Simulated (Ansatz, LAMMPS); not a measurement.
## Relaxing a frame of liquid acetonitrile from 293 K (108 atoms)

Wanted: the relaxed structure of a frame of liquid acetonitrile from 293 K (108 atoms) and its electronic structure.

Main program and level: Ansatz 0.2.0; Kohn-Sham DFT, PBE+D4, PAW (set soft_2), plane waves.

**1. The starting structure**

The cell holds 108 atoms: 36 C, 18 N and 54 H. Cell: a = 11.601 Å, b = 11.601 Å, c = 11.601 Å, α = 90.0°, β = 90.0°, γ = 90.0°. 18 acetonitrile placed at random, at 0.786 g/cm³; overlaps pushed apart, then 10 ps at 393 K with MMFF94 bonds, angles, torsions, charges and radii (Halgren, J. Comput. Chem. 17, 490 (1996)) in harmonic and 12-6 forms. Snapshot after 20 ps at 293 K and fixed volume. The starting density is a measured one.

Limits known from the start: The network of contacts between molecules at the start is that of the classical potential that made the cell. Only the Γ point is sampled, in a cell whose shortest periodic width is 12 Å.

**2. Single point at the start**

A single point comes first, to see the forces before anything moves.

input.yaml reads:

```yaml
crystal:
  lattice:
    - [11.60062, 0.0, 0.0]
    - [0.0, 11.60062, 0.0]
    - [0.0, 0.0, 11.60062]
  atoms:
    - { symbol: C, position: [0.82924, 0.29466, 0.93836] }
    - { symbol: C, position: [0.70357, 0.32441, 0.94866] }
    - { symbol: "N", position: [0.60658, 0.33376, 0.97125] }
    - { symbol: H, position: [0.86429, 0.27521, 0.02112] }
    [... 98 atom lines left out ...]
    - { symbol: C, position: [0.81966, 0.88405, 0.77142] }
    - { symbol: C, position: [0.90141, 0.97629, 0.76661] }
    - { symbol: "N", position: [0.96283, 0.05288, 0.7505] }
    - { symbol: H, position: [0.86178, 0.80116, 0.77752] }
    - { symbol: H, position: [0.76565, 0.90225, 0.85369] }
    - { symbol: H, position: [0.75823, 0.88382, 0.69761] }
kpoints:
  mp_grid: { grid: [1, 1, 1] }
hamiltonian:
  xc: pbe
  dispersion: d4
scf:
  occupations: { method: fermi_dirac, width: 0.05 }
output:
  forces: true
  stress: true
  populations: true
  dos:
    method: { smearing: { sigma: 0.15 } }
    de: 0.1
    projected: { site_lists: { C: [C], H: [H], "N": ["N"] } }
  eigenvalues: true
```

Started as:

```sh
> ansatz run input.yaml --threads 4 --pin off --max-ram 8192MiB --backend cpu --events-out ev --progress --plain --runs-dir out
```

Elapsed: 17 s, on 4 threads of Arm Neoverse V1, shared host; peak memory 1.5 GiB.

The run gave:

```
free energy                                      : -16803.8944 eV
free energy per atom                             : -155.5916 eV/atom
SCF cycles                                       : 10
pressure                                         : 0.1678 GPa
r.m.s. force component                           : 0.7984 eV/Å
longest force                                    : 5.561 eV/Å
Fermi energy                                     : -0.6126 eV
gap (highest filled to lowest empty level) : 5.951 eV
spilling of the projection                       : 0.01629
```

The r.m.s. force component of 0.80 eV/Å and the pressure of 0.17 GPa set the starting point.

Neighbours are counted within 1.34 Å (H-C), 1.85 Å (C-C), 1.62 Å (C-N).

Length of the force by element and coordination:

```tsv
element	coordination	atoms	mean length of the force (eV/Å)	spread	least	most
C	all	36	1.50	0.967	0.175	5.56
C	2	18	1.44	1.30	0.175	5.56
C	4	18	1.57	0.409	0.915	2.28
H	all	54	0.834	0.405	0.181	2.14
N	all	18	1.19	1.05	0.211	3.73
```

**3. Relaxation**

The atoms are relaxed in the fixed cell, aiming at the force tolerance of the input.

input.yaml, the sections that differ from step 2:

```yaml
output:
  forces: true
relax:
  f_tol: 0.03
  max_steps: 200
# crystal, kpoints, hamiltonian, scf: as in step 2
```

The job ended after 6.6 min (4 threads; peak memory 1.5 GiB).

Relaxation path (22 of 50):

```tsv
step	energy less that of the first step (eV)	largest force component (eV/Å)
1	0.0000	3.8197
3	-2.5488	0.8246
6	-3.0278	0.3559
8	-3.1317	0.4630
10	-3.2470	0.0304
13	-3.3074	0.3097
15	-3.3664	0.4620
17	-3.3977	0.0212
20	-3.4477	0.2435
22	-3.4761	0.3640
24	-3.5015	0.0162
27	-3.5067	0.2857
29	-3.5133	0.1444
31	-3.5160	0.0441
34	-3.5195	0.0772
36	-3.5206	0.0092
38	-3.5212	0.2724
41	-3.5287	0.1282
43	-3.5319	0.2086
45	-3.5363	0.0609
48	-3.5421	0.0878
50	-3.5432	0.0140
```

Relaxation steps 27, 38 were tried and not accepted.

The atoms that moved most (Å):

```tsv
atom	dx	dy	dz	length
H83	1.493	-1.220	0.592	2.017
H77	-0.729	-0.028	1.569	1.730
H102	-0.178	-0.866	1.434	1.684
N15	-0.026	0.817	-1.418	1.637
H16	-0.162	0.228	-1.606	1.630
H40	-0.588	-1.396	0.305	1.545
H30	-0.405	1.350	-0.295	1.440
H36	-0.031	-0.156	1.415	1.424
```

The relaxation changed the energy by -32.8 meV/atom, and atoms moved by 0.91 Å r.m.s., 2.0 Å at most.

**4. Distances and neighbours after relaxation**

Bonds before and after, by the cutoffs listed below:

```tsv
pair	bonds before	bonds after	mean before (Å)	mean after (Å)	spread before (Å)	spread after (Å)
H-C	54	54	1.096	1.098	0.025	0.001
C-C	18	18	1.452	1.449	0.029	0.001
C-N	18	18	1.160	1.163	0.013	0.001
```

Density 0.786 g/cm³, 14.46 Å³ an atom.

Pair distribution functions g(r), in bins of 0.2 Å:

```tsv
r (Å)	total	H-H	H-C	H-N	C-C	C-N	N-N
1.00	4.88	0.00	14.65	0.00	0.00	0.00	0.00
1.20	1.48	0.00	0.25	0.00	0.00	12.50	0.00
1.40	0.94	0.00	0.00	0.00	8.45	0.00	0.00
1.60	0.00	0.00	0.00	0.00	0.00	0.00	0.00
1.80	1.82	7.28	0.00	0.00	0.00	0.00	0.00
2.00	1.06	0.00	3.19	0.00	0.00	0.00	0.00
2.20	0.26	0.00	0.78	0.00	0.00	0.00	0.00
2.40	0.22	0.00	0.00	1.31	0.00	0.00	0.00
2.60	0.64	0.12	0.00	2.00	0.00	2.50	0.00
2.80	0.27	0.27	0.12	0.97	0.00	0.00	0.00
3.00	0.45	0.61	0.32	1.14	0.00	0.00	0.00
3.20	1.21	0.83	0.89	4.21	0.00	0.09	0.00
3.40	0.77	1.11	0.64	0.43	0.16	1.71	0.00
3.60	1.10	0.72	0.69	1.04	0.74	3.80	0.57
3.80	1.02	0.83	1.10	0.83	1.24	1.47	0.26
4.00	1.14	0.61	1.16	1.27	1.87	1.15	1.92
4.20	1.19	1.02	1.23	1.48	1.29	0.87	1.54
4.40	1.10	1.19	1.21	0.89	1.63	0.25	1.38
4.60	1.13	1.08	1.24	0.96	1.49	0.68	1.63
4.80	1.24	1.53	1.36	0.53	1.42	0.83	2.18
5.00	1.08	1.25	1.31	0.56	0.96	0.92	0.93
5.20	1.00	1.18	1.08	0.78	0.81	0.88	0.70
5.40	1.05	1.01	1.33	0.48	1.35	0.69	1.72
5.60	0.94	1.01	0.95	0.89	0.97	0.70	1.11
```

Bonds by pair of elements; cutoffs follow the first minimum of g(r), held within bounds set by covalent radii, and pairs that aren't listed don't count as bonded:

```tsv
pair A-B	cutoff (Å)	bonds	mean length (Å)	spread (Å)	shortest (Å)	B about A	A about B
H-C	1.34	54	1.10	0.001	1.10	1	1.5
C-C	1.85	18	1.45	0.001	1.45	1	1
C-N	1.62	18	1.16	0.001	1.16	0.5	1
```

How many atoms have how many bonded neighbours:

```tsv
element	mean	1	2	4
C	3	0	18	18
H	1	54	0	0
N	1	18	0	0
```

Bond angles, per cent of each kind in bins of 5°:

```tsv
angle (°)	H-C-H	C-C-H	C-C-N
105–110	96.3	63.0	0.0
110–115	3.7	37.0	0.0
115–120	0.0	0.0	0.0
120–125	0.0	0.0	0.0
125–130	0.0	0.0	0.0
130–135	0.0	0.0	0.0
135–140	0.0	0.0	0.0
140–145	0.0	0.0	0.0
145–150	0.0	0.0	0.0
150–155	0.0	0.0	0.0
155–160	0.0	0.0	0.0
160–165	0.0	0.0	0.0
165–170	0.0	0.0	0.0
170–175	0.0	0.0	0.0
175–180	0.0	0.0	100.0
```

Bond angles (no mean is given where the spread exceeds 20°):

```tsv
angle	count	mean (°)	spread (°)
H-C-H	54	109	0.6
C-C-H	54	110	0.6
C-C-N	18	179	0.2
```

Bond length by coordination (bonds to H left out):

```tsv
element	coordination	atoms	mean bond length (Å)
C	2	18	1.31
C	4	18	1.45
```

With the cutoffs above, 50 % of C atoms have 2 and as many 4, all H atoms have 1 and all N atoms have 1 bonded neighbour. The H-C-H angle averages 109° with a spread of 0.6°.

**5. Single point at the relaxed geometry**

The electronic structure is read at the final geometry, in a run of its own.

input.yaml reads:

```yaml
crystal:
  lattice:
    - [11.60062, 0.0, 0.0]
    - [0.0, 11.60062, 0.0]
    - [0.0, 0.0, 11.60062]
  atoms:
    - { symbol: C, position: [0.81701, 0.31207, 0.91737] }
    - { symbol: C, position: [0.69375, 0.29449, 0.90638] }
    - { symbol: "N", position: [0.59484, 0.281, 0.89702] }
    - { symbol: H, position: [0.84105, 0.32242, 0.00844] }
    [... 98 atom lines left out ...]
    - { symbol: C, position: [0.8415, 0.87515, 0.75105] }
    - { symbol: C, position: [0.89432, 0.98808, 0.75393] }
    - { symbol: "N", position: [0.93642, 0.07902, 0.75557] }
    - { symbol: H, position: [0.88597, 0.81761, 0.81159] }
    - { symbol: H, position: [0.74973, 0.88289, 0.77343] }
    - { symbol: H, position: [0.84896, 0.83969, 0.66359] }
kpoints:
  mp_grid: { grid: [1, 1, 1] }
hamiltonian:
  xc: pbe
  dispersion: d4
scf:
  occupations: { method: fermi_dirac, width: 0.05 }
output:
  forces: true
  stress: true
  populations: true
  dos:
    method: { smearing: { sigma: 0.15 } }
    de: 0.1
    projected: { site_lists: { C: [C], H: [H], "N": ["N"] } }
  eigenvalues: true
  write_density: true
  write_potential: true
  volumetric_format: npy
```

Wall time 15 s (4 threads); peak memory 1.5 GiB.

The program notes that the exchange-correlation potential is rough where the density is thin.

Numbers from this run:

| Property | Result |
| --- | --- |
| free energy | -16807.4376 eV |
| free energy per atom | -155.6244 eV/atom |
| SCF cycles | 10 |
| pressure | -0.2894 GPa |
| r.m.s. force component | 0.00276 eV/Å |
| longest force | 0.0201 eV/Å |
| Fermi energy | -0.6377 eV |
| gap (highest filled to lowest empty level) | 6.541 eV |
| spilling of the projection | 0.01621 |

Löwdin charges by element and coordination (they lack the spilled electrons, 0.043 e an atom on average):

```tsv
element	coordination	atoms	mean charge (e)	spread	least	most
C	all	36	-0.123	0.364	-0.491	0.262
C	2	18	0.241	0.008	0.229	0.262
C	4	18	-0.487	0.003	-0.491	-0.479
H	all	54	0.248	0.0052	0.227	0.257
N	all	18	-0.239	0.01	-0.259	-0.224
```

Density of states as counts of states in windows of 1 eV (from the Fermi level), total and the larger projections:

```tsv
from (eV)	to (eV)	total	C p	N p	H s
-10	-9	0.0	0.0	0.0	0.0
-9	-8	15.1	8.5	0.4	2.7
-8	-7	22.9	13.2	0.6	4.3
-7	-6	69.9	46.0	3.6	18.5
-6	-5	0.1	0.1	0.0	0.0
-5	-4	37.7	4.7	22.6	0.5
-4	-3	70.3	27.0	36.1	6.0
-3	3	0.0	0.0	0.0	0.0
3	4	33.2	12.0	10.4	6.1
4	5	52.5	19.4	15.9	7.3
```

Between -19 and -10 eV lie 72 more states.

The levels nearest the highest filled one (over half full), pooled over k-points and spins:

```tsv
level less the highest filled one (eV)	occupation
-0.0982	2
-0.0844	2
-0.0809	2
-0.0476	2
-0.0242	2
0	2
6.54	0
6.84	0
6.90	0
6.91	0
6.95	0
6.98	0
```

Mean Löwdin charges: C -0.12, H +0.25, N -0.24 e (they miss 1.6 % of the electrons, so they add up to more than the cell's charge).

**6. Summary of results**

```
energy change in the relaxation                  : -32.81 meV/atom
r.m.s. displacement                              : 0.907 Å
largest displacement                             : 2.017 Å
free energy per atom                             : -155.6244 eV/atom
pressure                                         : -0.2894 GPa
r.m.s. force component                           : 0.00276 eV/Å
gap (highest filled to lowest empty level) : 6.541 eV
wall time of the 3 DFT runs                      : 7.1 min
```

What this shows: Relaxation lowers the energy by 32.8 meV/atom and moves atoms by 0.91 Å r.m.s.; the r.m.s. force component goes from 0.80 to 0.0028 eV/Å, the pressure goes from 0.17 to -0.29 GPa, and the gap from 5.95 to 6.54 eV. By the final cutoffs no bond was broken or made. From the first step to the last the energy fell by 3.543 eV, and the largest move was 2.02 Å (H83). The C-N bonds go from 1.160 Å (spread 0.013) to 1.163 Å (spread 0.001). With the cutoffs above, 50 % of C atoms have 2 and as many 4, all H atoms have 1 and all N atoms have 1 bonded neighbour. Filled and empty levels are parted by 6.54 eV (at Γ alone); a semilocal functional tends to put such gaps too low. In a disordered cell it changes from sample to sample and from frame to frame.

What to keep in mind: The network of contacts between molecules at the start is that of the classical potential that made the cell; in DFT atoms moved by 0.91 Å r.m.s.

[Logs are printed without paths, hosts, clocks, repeated set-up lines and the standing remarks that a program may print on its own settings, such as how far it seeks lower states.]

[Hosts, paths, dates, database ids (printed as entryN), source tags and the programs' standing remarks are cut or masked in the printed files.]

[The MMFF94 radii named for the starting cell were scaled by 0.96; in molecules described by MMFF94, hydrogen bound to N, O or S took a small fixed 12-6 site in their place.]
